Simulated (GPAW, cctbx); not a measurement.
# MgIr2Pb2: the scripts behind a bonding study

Short scripts, each with its output. The start was made by putting kin elements into a known structure type; the compound need not exist, or be stable, in this form.

**1. Relax the structure**

```text
cell
1.0
     0.000000000   -4.354000000    0.000000000
     4.354000000    0.000000000    0.000000000
    -2.177000000    2.177000000    5.429000000
Pb Ir Mg
2 2 1
Direct
0.621500000 0.621500000 0.243000000
0.378500000 0.378500000 0.757000000
0.250000000 0.750000000 0.500000000
0.750000000 0.250000000 0.500000000
0.000000000 0.000000000 0.000000000
```

```python
from ase.constraints import FixSymmetry
from ase.filters import FrechetCellFilter
from ase.io import read, write
from ase.optimize import BFGS
from ase.parallel import parprint
from gpaw import GPAW, PW, FermiDirac

atoms = read("start.vasp")
atoms.set_constraint(FixSymmetry(atoms))
atoms.calc = GPAW(mode=PW(570), xc="PBE", kpts={"size": (5, 5, 5), "gamma": True},
                 occupations=FermiDirac(0.1), maxiter=120, symmetry={"tolerance": 1e-5}, txt="relax.txt")
BFGS(FrechetCellFilter(atoms), maxstep=0.15).run(fmax=0.03, steps=40)
parprint("cell  %.4f %.4f %.4f  %.2f %.2f %.2f" % tuple(atoms.cell.cellpar()))
parprint("volume %.3f A^3, largest force %.3f eV/A, largest stress %.2f GPa" % (atoms.get_volume(), abs(atoms.get_forces()).max(), 160.218 * abs(atoms.get_stress()).max()))
atoms.set_constraint()
write("relaxed.vasp", atoms, direct=True)
```

```console
$ OMP_NUM_THREADS=1 mpirun -n 4 gpaw python run.py > gpaw.log
```

```text
gpts.py:43: UserWarning: Initial realspace grid (24,24,35) inconsistent with symmetries.
gpts.py:43: UserWarning: Initial realspace grid (24,24,35) inconsistent with symmetries.
gpts.py:43: UserWarning: Initial realspace grid (24,24,35) inconsistent with symmetries.
gpts.py:43: UserWarning: Initial realspace grid (24,24,35) inconsistent with symmetries.
gpts.py:70: UserWarning: Using symmetrized grid: (35,35,35).
gpts.py:70: UserWarning: Using symmetrized grid: (35,35,35).
gpts.py:70: UserWarning: Using symmetrized grid: (35,35,35).
gpts.py:70: UserWarning: Using symmetrized grid: (35,35,35).
            Step        Energy          fmax
BFGS:    0      -24.903594        2.656848
gpts.py:43: UserWarning: Initial realspace grid (25,25,35) inconsistent with symmetries.
gpts.py:43: UserWarning: Initial realspace grid (25,25,35) inconsistent with symmetries.
gpts.py:43: UserWarning: Initial realspace grid (25,25,35) inconsistent with symmetries.
gpts.py:43: UserWarning: Initial realspace grid (25,25,35) inconsistent with symmetries.
BFGS:    1      -25.075187        2.294636
gpts.py:43: UserWarning: Initial realspace grid (25,25,36) inconsistent with symmetries.
gpts.py:43: UserWarning: Initial realspace grid (25,25,36) inconsistent with symmetries.
gpts.py:43: UserWarning: Initial realspace grid (25,25,36) inconsistent with symmetries.
gpts.py:43: UserWarning: Initial realspace grid (25,25,36) inconsistent with symmetries.
gpts.py:70: UserWarning: Using symmetrized grid: (36,36,36).
gpts.py:70: UserWarning: Using symmetrized grid: (36,36,36).
gpts.py:70: UserWarning: Using symmetrized grid: (36,36,36).
gpts.py:70: UserWarning: Using symmetrized grid: (36,36,36).
BFGS:    2      -25.470241        1.013539
gpts.py:43: UserWarning: Initial realspace grid (25,25,40) inconsistent with symmetries.
gpts.py:43: UserWarning: Initial realspace grid (25,25,40) inconsistent with symmetries.
gpts.py:43: UserWarning: Initial realspace grid (25,25,40) inconsistent with symmetries.
gpts.py:43: UserWarning: Initial realspace grid (25,25,40) inconsistent with symmetries.
gpts.py:70: UserWarning: Using symmetrized grid: (40,40,40).
gpts.py:70: UserWarning: Using symmetrized grid: (40,40,40).
gpts.py:70: UserWarning: Using symmetrized grid: (40,40,40).
gpts.py:70: UserWarning: Using symmetrized grid: (40,40,40).
BFGS:    3      -25.548440        0.403070
BFGS:    4      -25.559649        0.235154
BFGS:    5      -25.565648        0.228485
BFGS:    6      -25.569584        0.187789
BFGS:    7      -25.574345        0.315305
BFGS:    8      -25.584779        0.527397
BFGS:    9      -25.609849        0.766478
gpts.py:43: UserWarning: Initial realspace grid (24,24,40) inconsistent with symmetries.
gpts.py:43: UserWarning: Initial realspace grid (24,24,40) inconsistent with symmetries.
gpts.py:43: UserWarning: Initial realspace grid (24,24,40) inconsistent with symmetries.
gpts.py:43: UserWarning: Initial realspace grid (24,24,40) inconsistent with symmetries.
BFGS:   10      -25.642183        0.795666
BFGS:   11      -25.678944        0.701622
BFGS:   12      -25.735087        0.548473
gpts.py:43: UserWarning: Initial realspace grid (24,24,42) inconsistent with symmetries.
gpts.py:43: UserWarning: Initial realspace grid (24,24,42) inconsistent with symmetries.
gpts.py:43: UserWarning: Initial realspace grid (24,24,42) inconsistent with symmetries.
gpts.py:43: UserWarning: Initial realspace grid (24,24,42) inconsistent with symmetries.
gpts.py:70: UserWarning: Using symmetrized grid: (42,42,42).
gpts.py:70: UserWarning: Using symmetrized grid: (42,42,42).
gpts.py:70: UserWarning: Using symmetrized grid: (42,42,42).
gpts.py:70: UserWarning: Using symmetrized grid: (42,42,42).
BFGS:   13      -25.820544        0.579703
BFGS:   14      -25.936528        0.653656
gpts.py:43: UserWarning: Initial realspace grid (24,24,45) inconsistent with symmetries.
gpts.py:43: UserWarning: Initial realspace grid (24,24,45) inconsistent with symmetries.
gpts.py:43: UserWarning: Initial realspace grid (24,24,45) inconsistent with symmetries.
gpts.py:43: UserWarning: Initial realspace grid (24,24,45) inconsistent with symmetries.
gpts.py:70: UserWarning: Using symmetrized grid: (45,45,45).
gpts.py:70: UserWarning: Using symmetrized grid: (45,45,45).
gpts.py:70: UserWarning: Using symmetrized grid: (45,45,45).
gpts.py:70: UserWarning: Using symmetrized grid: (45,45,45).
BFGS:   15      -26.065360        0.609537
BFGS:   16      -26.170735        0.464768
BFGS:   17      -26.234147        0.766871
gpts.py:43: UserWarning: Initial realspace grid (24,24,48) inconsistent with symmetries.
gpts.py:43: UserWarning: Initial realspace grid (24,24,48) inconsistent with symmetries.
gpts.py:43: UserWarning: Initial realspace grid (24,24,48) inconsistent with symmetries.
gpts.py:43: UserWarning: Initial realspace grid (24,24,48) inconsistent with symmetries.
gpts.py:70: UserWarning: Using symmetrized grid: (48,48,48).
gpts.py:70: UserWarning: Using symmetrized grid: (48,48,48).
gpts.py:70: UserWarning: Using symmetrized grid: (48,48,48).
gpts.py:70: UserWarning: Using symmetrized grid: (48,48,48).
BFGS:   18      -26.285765        0.556685
BFGS:   19      -26.342798        0.324785
gpts.py:43: UserWarning: Initial realspace grid (21,21,48) inconsistent with symmetries.
gpts.py:43: UserWarning: Initial realspace grid (21,21,48) inconsistent with symmetries.
gpts.py:43: UserWarning: Initial realspace grid (21,21,48) inconsistent with symmetries.
```

Time: 9.6 min on 4 cores of Intel(R) Xeon(R) Platinum 8488C (Sapphire Rapids) (shared host), peak memory 1.9 GiB.

**2. Build the all-electron density and subtract free atoms**

```text
cell
1.0
     0.000000000   -3.747697100    0.000000000
     3.747697100    0.000000000    0.000000000
    -1.873848550    1.873848550    8.416549100
Pb Ir Mg
2 2 1
Direct
0.620516460 0.620516460 0.241032920
0.379483540 0.379483540 0.758967080
0.250000000 0.750000000 0.500000000
0.750000000 0.250000000 0.500000000
0.000000000 0.000000000 0.000000000
```

```python
import numpy as np
from ase.io import read
from ase.units import Bohr
from gpaw import GPAW, PW, FermiDirac
from gpaw.calculator import GPAW as OldGPAW
from gpaw.mpi import serial_comm, world
from scipy.special import erfc
from scipy.spatial import cKDTree

atoms = read("cell.vasp")
atoms.calc = GPAW(mode=PW(450), xc="PBE", kpts={"size": (6, 6, 6), "gamma": True},
                 occupations=FermiDirac(0.1), maxiter=120, symmetry={"tolerance": 1e-5}, txt="scf.txt")
atoms.get_potential_energy()
rho = atoms.calc.get_all_electron_density(gridrefinement=2)
moments = atoms.get_magnetic_moments() if atoms.calc.get_number_of_spins() == 2 else np.zeros(len(atoms))
total = atoms.get_magnetic_moment() if moments.any() else 0.0
if world.rank == 0:
    free = OldGPAW(mode=PW(450), xc="PBE", txt=None, communicator=serial_comm)
    neutral = atoms.copy()
    neutral.set_initial_magnetic_moments(None)
    free.initialize(neutral)
    free.set_positions(neutral)
    drho = rho - free.get_all_electron_density(gridrefinement=2)
    # GPAW starts from confined atoms: exchange their smooth part for that of the datasets' free atoms
    h = np.stack(np.meshgrid(*[np.fft.fftfreq(n, 1 / n) for n in drho.shape], indexing="ij"), -1)
    gabs = np.linalg.norm(h @ atoms.cell.reciprocal(), axis=-1)
    tails = np.fft.fftn(free.get_pseudo_density(gridrefinement=2))
    g, form, v0 = np.linspace(0, gabs.max(), 1500), {}, 0
    for e in set(atoms.symbols):
        idx = atoms.symbols.search(e)
        d = free.setups[idx[0]].data
        r, w = d.rgd.r_g * Bohr, d.rgd.r_g**2 * d.rgd.dr_g
        j0 = np.sinc(2 * g[:, None] * r)
        smooth = sum(f * p**2 for f, p in zip(d.f_j, d.phit_jg)) + np.sqrt(4 * np.pi) * d.nct_g
        full = sum(f * p**2 for f, p in zip(d.f_j, d.phi_jg)) + np.sqrt(4 * np.pi) * d.nc_g
        phase = sum(np.exp(-2j * np.pi * h @ s) for s in atoms.get_scaled_positions()[idx])
        tails -= np.interp(gabs, g, j0 @ (smooth * w)) * phase * drho.size / atoms.get_volume()
        form[e] = j0 @ (full * w)
        v0 += 2 * np.pi / 3 * 14.3996 * (full * w * r**2).sum() * len(idx)  # V A^3
    tails *= 0.5 * erfc((gabs - 1.8) / 0.25)  # the tails differ at long wavelengths alone
    drho += np.fft.ifftn(tails).real  # crystal minus superposed spherical free atoms
    np.save("drho.npy", drho)
    dv = atoms.get_volume() / drho.size
    print("grid", drho.shape, " electrons %.3f" % (rho.sum() * dv), " moved by bonding %.3f e" % (abs(drho).sum() * dv / 2))
    pts = np.indices(drho.shape).reshape(3, -1).T / drho.shape @ atoms.cell
    shifts = (np.indices((3, 3, 3)).reshape(3, -1).T - 1) @ atoms.cell
    images = (atoms.positions[None] + shifts[:, None]).reshape(-1, 3)
    dist, idx = cKDTree(images).query(pts, k=4)
    out = drho.ravel()[dist[:, 0] > 0.5]
    print("deformation density beyond 0.5 A of the nuclei: max %.3f, min %.3f e/A^3" % (out.max(), out.min()))
    tie = dist < dist[:, :1] + 1e-4
    q = -np.bincount((idx % len(atoms))[tie], (drho.ravel()[:, None] / tie.sum(1, keepdims=True) * tie)[tie], len(atoms)) * dv
    print("atom        x       y       z   Voronoi charge  moment")
    for a, s, c, m in zip(atoms, atoms.get_scaled_positions(), q, moments):
        print("%-2s%-3d %7.4f %7.4f %7.4f %10.3f %10.2f" % (a.symbol, a.index + 1, *s, c, m))
    np.savez("free.npz", g=g, **form)
    print("mean inner potential of superposed free atoms %.3f V" % (v0 / atoms.get_volume()))
    print("total magnetic moment %.3f muB" % total)
```

```console
$ OMP_NUM_THREADS=1 mpirun -n 4 gpaw python run.py > gpaw.log
```

```text
gpts.py:43: UserWarning: Initial realspace grid (20,20,45) inconsistent with symmetries.
gpts.py:43: UserWarning: Initial realspace grid (20,20,45) inconsistent with symmetries.
gpts.py:43: UserWarning: Initial realspace grid (20,20,45) inconsistent with symmetries.
gpts.py:43: UserWarning: Initial realspace grid (20,20,45) inconsistent with symmetries.
gpts.py:70: UserWarning: Using symmetrized grid: (45,45,45).
gpts.py:70: UserWarning: Using symmetrized grid: (45,45,45).
gpts.py:70: UserWarning: Using symmetrized grid: (45,45,45).
gpts.py:70: UserWarning: Using symmetrized grid: (45,45,45).
grid (90, 90, 90)  electrons 330.000  moved by bonding 0.760 e
deformation density beyond 0.5 A of the nuclei: max 0.090, min -0.105 e/A^3
atom        x       y       z   Voronoi charge  moment
Pb1    0.6205  0.6205  0.2410      0.057       0.00
Pb2    0.3795  0.3795  0.7590      0.057       0.00
Ir3    0.2500  0.7500  0.5000     -0.155       0.00
Ir4    0.7500  0.2500  0.5000     -0.155       0.00
Mg5    0.0000  0.0000  0.0000      0.197       0.00
mean inner potential of superposed free atoms 21.992 V
total magnetic moment 0.000 muB
```

Time: 77 s.

**3. Fourier-transform the difference**

```python
from cctbx import adptbx, crystal, miller, xray
from cctbx.eltbx import tiny_pse
import numpy as np

cs = crystal.symmetry(unit_cell=(3.7477, 3.7477, 16.8331, 90, 90, 90), space_group_symbol='Hall: -I 4 2')  # I4/mmm
atoms = [  # label, site, U (iso, or U11 U22 U33 U12 U13 U23 in A^2), occupancy
    ("Pb1", (0.5, 0.5, 0.12052), 0.0000, 1),
    ("Ir1", (0.5, 0, 0.25), 0.0000, 1),
    ("Mg1", (0, 0, 0), 0.0000, 1),
]
xs = xray.structure(crystal_symmetry=cs)
for label, site, u, occ in atoms:
    u = adptbx.u_cif_as_u_star(cs.unit_cell(), u) if isinstance(u, tuple) else u
    xs.add_scatterer(xray.scatterer(label, site=site, u=u, occupancy=occ))
xs.scattering_type_registry(table="wk1995")
drho = np.load("drho.npy")
T = np.array([[0, 1, 0], [-1, 0, 0], [1, 1, 2]])  # conventional axes in terms of the primitive ones
dF = np.fft.ifftn(drho) * 236.42480  # electrons a conventional cell, indexed by primitive hkl
ms = miller.build_set(cs, anomalous_flag=False, d_min=0.9).sort("resolution")
iam = ms.structure_factors_from_scatterers(xs, algorithm="direct").f_calc()
p1 = xs.expand_to_p1()
z = np.array([tiny_pse.table(sc.scattering_type).atomic_number() for sc in p1.scatterers()])
x = np.array(p1.sites_frac())
free = np.load("free.npz")
print("static structure factors of the conventional cell: F in electrons, V (Mott-Bethe) in volts")
print("   h  k  l      d  |F| table  |F| free   |F| DFT   change   |V| free  |V| DFT  change %")
for h, d, table in list(zip(ms.indices(), ms.d_spacings().data(), iam.data()))[:16]:
    df = dF[tuple(np.rint(np.linalg.solve(T, h)).astype(int))]
    phase = np.exp(2j * np.pi * x @ h)
    f = sum(np.interp(1 / d, free["g"], free[sc.scattering_type]) * p for sc, p in zip(p1.scatterers(), phase))
    fz = (z * phase).sum()
    c = 14.3996 * d * d / (np.pi * cs.unit_cell().volume())
    v0, v1 = abs(fz - f) * c, abs(fz - f - df) * c
    print("%4d%3d%3d %7.4f %9.3f %9.3f %9.3f %8.3f %9.3f %8.3f %8s" % (h + (d, abs(table), abs(f), abs(f + df), abs(f + df) - abs(f), v0, v1, "%.1f" % (100 * (v1 / v0 - 1)) if v0 > 0.02 else "-")))
```

```console
$ python run.py
```

```text
static structure factors of the conventional cell: F in electrons, V (Mott-Bethe) in volts
   h  k  l      d  |F| table  |F| free   |F| DFT   change   |V| free  |V| DFT  change %
   0  0  2  8.4166   260.804   260.831   261.398    0.567     6.473    5.695    -12.0
   0  0  4  4.2083     3.455     3.828     4.423    0.596     0.772    0.568    -26.5
   1  0  1  3.6581   197.758   197.528   197.811    0.284     4.369    4.295     -1.7
   1  0  3  3.1165   206.422   206.328   205.980   -0.347     5.501    5.566      1.2
   0  0  6  2.8055   297.424   297.187   297.560    0.373     6.401    6.344     -0.9
   1  1  0  2.6500    35.340    35.442    35.045   -0.398     1.165    1.219      4.6
   1  1  2  2.5277   294.671   294.378   294.366   -0.011     6.946    6.948      0.0
   1  0  5  2.5045   239.893   239.780   239.590   -0.190     5.641    5.665      0.4
   1  1  4  2.2424   505.800   505.437   505.204   -0.232    10.186   10.209      0.2
   0  0  8  2.1041   524.985   524.556   523.691   -0.865    10.915   10.989      0.7
   1  0  7  2.0239   129.749   129.759   129.407   -0.352     2.246    2.274      1.2
   1  1  6  1.9265   215.050   214.704   214.391   -0.313     4.473    4.495      0.5
   2  0  0  1.8738   513.142   512.744   512.557   -0.187    10.024   10.037      0.1
   2  0  2  1.8291   208.759   208.522   208.321   -0.201     3.698    3.711      0.4
   2  0  4  1.7118     0.784     0.505     0.300   -0.205     0.317    0.328      3.7
   0  0 10  1.6833   148.138   147.946   147.693   -0.254     2.469    2.483      0.6
```

Time: 0.37 s on 1 core of Intel(R) Xeon(R) Platinum 8488C (Sapphire Rapids) (shared host), peak memory 0.1 GiB.

[Outputs are excerpts: Python notices, other lines and further rows are left out; steps that failed or that the build refused (PBEsol, TPSS) are not shown.]

[Logs are printed without paths, hosts, clocks, repeated set-up lines and the standing remarks that a program may print on its own settings, such as how far it seeks lower states.]
